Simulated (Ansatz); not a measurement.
# NaMgBr3 (model cell, started as cubic perovskite with Mg in the octahedra): following an unstable mode, part 2 of 2

Which phase does NaMgBr3 (model cell, started as cubic perovskite with Mg in the octahedra) fall into along its unstable mode, and how much energy does it gain?

Ansatz 0.2.0; DFT PBE, scalar-relativistic, plane waves, PAW.

So far. Step 5 (Energy along the mode, all amplitudes (two of the runs …): The lowest of the steps tried is the last one, at 0.6 Å, 13.0 meV/atom below the parent; the bottom of the well need not coincide with a step. Step 7 (The new phase in its own primitive cell): The largest force component left is 0.50 meV/Å and the pressure is -0.002 GPa, within the tolerances set. The cell now holds 30.74 Å³/atom. The relaxed cell has a, b, c = 7.431, 7.774, 10.643 Å (conventional setting).

The structure was built from a prototype and need not be the compound's stable phase.

## Step 8: Modes of the new phase, k-mesh 4×4×2 (continued)

Without the LO-TO term. Patterns of degenerate modes are one choice out of their space. The modes at Γ (shares of kinetic energy by element, %) (negative means imaginary):

| mode | frequency (cm⁻¹) | symmetry | Na % | Mg % | Br % |
| --- | --- | --- | --- | --- | --- |
| 1 | -68.2 | B3u | 86 | 0 | 14 |
| 2 | -52.9 | B1u | 88 | 1 | 11 |
| 3 | -52.1 | B1g | 88 | 0 | 12 |
| 4 | 0.0 | acoustic | 8 | 8 | 84 |
| 5 | 0.0 | acoustic | 8 | 8 | 84 |
| 6 | 0.0 | acoustic | 8 | 8 | 84 |
| 7 | 13.3 | Au | 0 | 2 | 98 |
| 8 | 22.8 | B3u | 0 | 0 | 100 |
| 9 | 34.1 | B1u | 0 | 4 | 96 |
| 10 | 37.0 | Au | 0 | 0 | 100 |
| 11 | 43.7 | B3u | 3 | 0 | 97 |
| 12 | 44.5 | B2u | 13 | 0 | 87 |
| 13 | 49.0 | B1g | 12 | 0 | 88 |
| 14 | 54.8 | Ag | 24 | 0 | 76 |
| 15 | 65.7 | B2u | 0 | 2 | 98 |
| 16 | 74.7 | B3g | 90 | 0 | 10 |
| 17 | 74.8 | B3u | 3 | 38 | 59 |
| 18 | 78.9 | Au | 0 | 41 | 59 |
| 19 | 79.8 | B1u | 0 | 36 | 64 |
| 20 | 86.8 | B2u | 3 | 37 | 60 |
| 21 | 99.3 | B1u | 3 | 31 | 65 |
| 22 | 130.5 | B2u | 75 | 2 | 23 |
| 23 | 134.0 | Ag | 76 | 0 | 24 |
| 24 | 161.3 | B3g | 10 | 0 | 90 |
| 25 | 168.9 | Au | 0 | 57 | 43 |
| 26 | 170.2 | B3u | 0 | 53 | 47 |
| 27 | 182.0 | B1u | 0 | 56 | 44 |
| 28 | 183.8 | B2u | 1 | 53 | 47 |
| 29 | 202.9 | B1u | 0 | 63 | 37 |
| 30 | 245.9 | B2u | 1 | 98 | 1 |

Displacements in mode 1 (-68.2 cm⁻¹), the largest set to 1:
```
Na1  1.00  0.00  0.00
Na2  1.00  0.00  0.00
Mg3  0.02  0.00  0.00
Mg4  0.02  0.00  0.00
Br5 -0.16  0.00  0.00
Br6 -0.16  0.00  0.00
Br7 -0.07 -0.03  0.07
Br8 -0.07 -0.03 -0.07
Br9 -0.07  0.03 -0.07
Br10-0.07  0.03  0.07
```

Displacements in mode 18 (78.9 cm⁻¹), the largest set to 1:
```
Na1  0.00  0.00  0.00
Na2  0.00  0.00  0.00
Mg3  1.00  0.00  0.00
Mg4 -1.00  0.00  0.00
Br5  0.00  0.00  0.00
Br6  0.00  0.00  0.00
Br7  0.15 -0.44  0.01
Br8 -0.15  0.44  0.01
Br9  0.15  0.44 -0.01
Br10-0.15 -0.44 -0.01
```

Optical modes at the zone centre, without and with the macroscopic field of the longitudinal modes; each column is sorted by frequency, so a row need not hold one and the same mode. Modes with and without the field, by row:

| rank among optical modes | no field (cm⁻¹) | q along (1, 0, 0) (cm⁻¹) | q along (0, 1, 0) (cm⁻¹) | q along (0, 0, 1) (cm⁻¹) |
| --- | --- | --- | --- | --- |
| 1 | -68.2 | -52.9 | -68.2 | -68.2 |
| 2 | -52.9 | -52.1 | -52.9 | -52.1 |
| 3 | -52.1 | -26 | -52.1 | 13.3 |
| 4 | 13.3 | 13.3 | 13.3 | 22.8 |
| 5 | 22.8 | 23.7 | 22.8 | 33.2 |
| 6 | 34.1 | 34.1 | 34.1 | 37 |
| 7 | 37 | 37 | 37 | 43.7 |
| 8 | 43.7 | 44.5 | 43.7 | 44.5 |
| 9 | 44.5 | 44.9 | 48.1 | 47.4 |
| 10 | 49 | 49 | 49 | 49 |
| 11 | 54.8 | 54.8 | 54.8 | 54.8 |
| 12 | 65.7 | 65.7 | 65.9 | 65.7 |
| 13 | 74.7 | 74.7 | 74.7 | 74.7 |
| 14 | 74.8 | 78.9 | 74.8 | 74.8 |
| 15 | 78.9 | 79.8 | 78.9 | 78.9 |
| 16 | 79.8 | 86.8 | 79.8 | 86.8 |
| 17 | 86.8 | 91.4 | 94.9 | 90.2 |
| 18 | 99.3 | 99.3 | 99.3 | 105 |
| 19 | 130.5 | 130.5 | 134 | 130.5 |
| 20 | 134 | 134 | 146.4 | 134 |
| 21 | 161.3 | 161.3 | 161.3 | 161.3 |
| 22 | 168.9 | 168.9 | 168.9 | 168.9 |
| 23 | 170.2 | 182 | 170.2 | 170.2 |
| 24 | 182 | 183.8 | 182 | 182.5 |
| 25 | 183.8 | 202.9 | 202.9 | 183.8 |
| 26 | 202.9 | 245.9 | 245.5 | 245.9 |
| 27 | 245.9 | 249 | 262.4 | 273.1 |

Born charge (rows field, columns displacement) (e), principal values of the symmetric part by kind of site:

| atom | atoms with these values | low | middle | high | mean |
| --- | --- | --- | --- | --- | --- |
| Na1 | 2 | 1.16 | 1.27 | 1.35 | 1.26 |
| Mg3 | 2 | 2.41 | 2.45 | 2.52 | 2.46 |
| Br5 | 2 | -2.09 | -0.79 | -0.76 | -1.21 |
| Br7 | 4 | -2.15 | -0.94 | -0.67 | -1.25 |

In full for Mg3:

```
 2.41  0.00  0.00
 0.00  2.52 -0.04
 0.00  0.01  2.45
```

High-frequency dielectric tensor:

```
3.09 0.00 0.00
0.00 3.05 0.00
0.00 0.00 3.08
```

Transverse modes; imaginary modes are left out. Lines of the infrared spectrum (strongest = 100):

| position (cm⁻¹) | lines merged | relative intensity |
| --- | --- | --- |
| 13 | 1 | 0.0 |
| 23 | 1 | 0.1 |
| 34 | 1 | 0.2 |
| 37 | 1 | 0.0 |
| 44 | 2 | 4.9 |
| 49 | 1 | 0.0 |
| 55 | 1 | 0.0 |
| 66 | 1 | 0.4 |
| 75 | 2 | 15 |
| 79 | 1 | 0.0 |
| 80 | 1 | 8.1 |
| 87 | 1 | 17 |
| 99 | 1 | 2.7 |
| 130 | 1 | 42 |
| 134 | 1 | 0.0 |
| 161 | 1 | 0.0 |
| 169 | 1 | 0.0 |
| 170 | 1 | 97 |
| 182 | 1 | 2.7 |
| 184 | 1 | 90 |
| 203 | 1 | 100 |
| 246 | 1 | 0.2 |

Before it was imposed, the acoustic sum rule was missed by 2.2e-4 eV/Å² and the charge sum rule by 0.019 e. Small misses are needed for a sound result but don't prove that mesh and cutoff are converged. The lowest optical mode is imaginary, 68.2i cm⁻¹, so the energy falls along it.

The log warns of the k mesh: “the force constants stand on the 4×4×2 k-mesh, whose period is 12.68 times the interband length at k = (0.0000, 0.0000, 0.0000), direct gap 2.950 eV, under 14: take them and everything formed from them as unconverged”.

## Step 9: Outcome

| Quantity | Value |
| --- | --- |
| unstable mode of the parent | q = (0, 0, -0.5), 73i cm⁻¹ |
| depth at the lowest point sampled | 13.0 meV/atom |
| largest atomic shift at that point | 0.6 Å |
| space group reached (within 0.01 Å) | Cmcm |
| energy gained over the parent (first relaxation, on the mesh of the frozen mode) | 19.4 meV/atom |
| volume per atom, phase reached | 30.7 Å³ |
| gap on the k-mesh, phase reached | 2.51 eV |
| lowest optical zone-centre mode, phase reached | -68.2 cm⁻¹ |
| highest optical mode at the zone centre (no LO-TO term), phase reached | 246 cm⁻¹ |

What this shows: Along this mode the structure falls into Cmcm, 19.4 meV/atom below the parent. At the parent's cell the well is 13.05 meV/atom deep on the steps tried, with its lowest point at a shift of 0.6 Å. That is the last step tried, so the steps alone don't bracket the bottom of the well. Relaxing atoms and cell changes the gain by +6.38 meV/atom against the lowest step (energies at zero smearing). The new phase still has an imaginary mode at the zone centre of its cell, so it is a saddle point on the way to a lower structure. Of the 9 patterns followed to their end from this parent, this one ends 77.1 meV/atom above the lowest, Imma. Another end point lies within 1 meV/atom; how such a difference moves with mesh and cutoff was not tested. Each path keeps the symmetry of its pattern, so a lower phase may lie along a pattern not tried. With the field response the log warns that the k mesh is coarse for the force constants too, so the frequencies may not be converged. The starting cell was built on a prototype and not taken from a measurement, so the phase need not exist.

[Logs are printed without paths, hosts, clocks, repeated set-up lines and the standing remarks that a program may print on its own settings, such as how far it seeks lower states.]

[Hosts, paths, dates, database ids (printed as entryN), source tags and the programs' standing remarks are cut or masked in the printed files.]
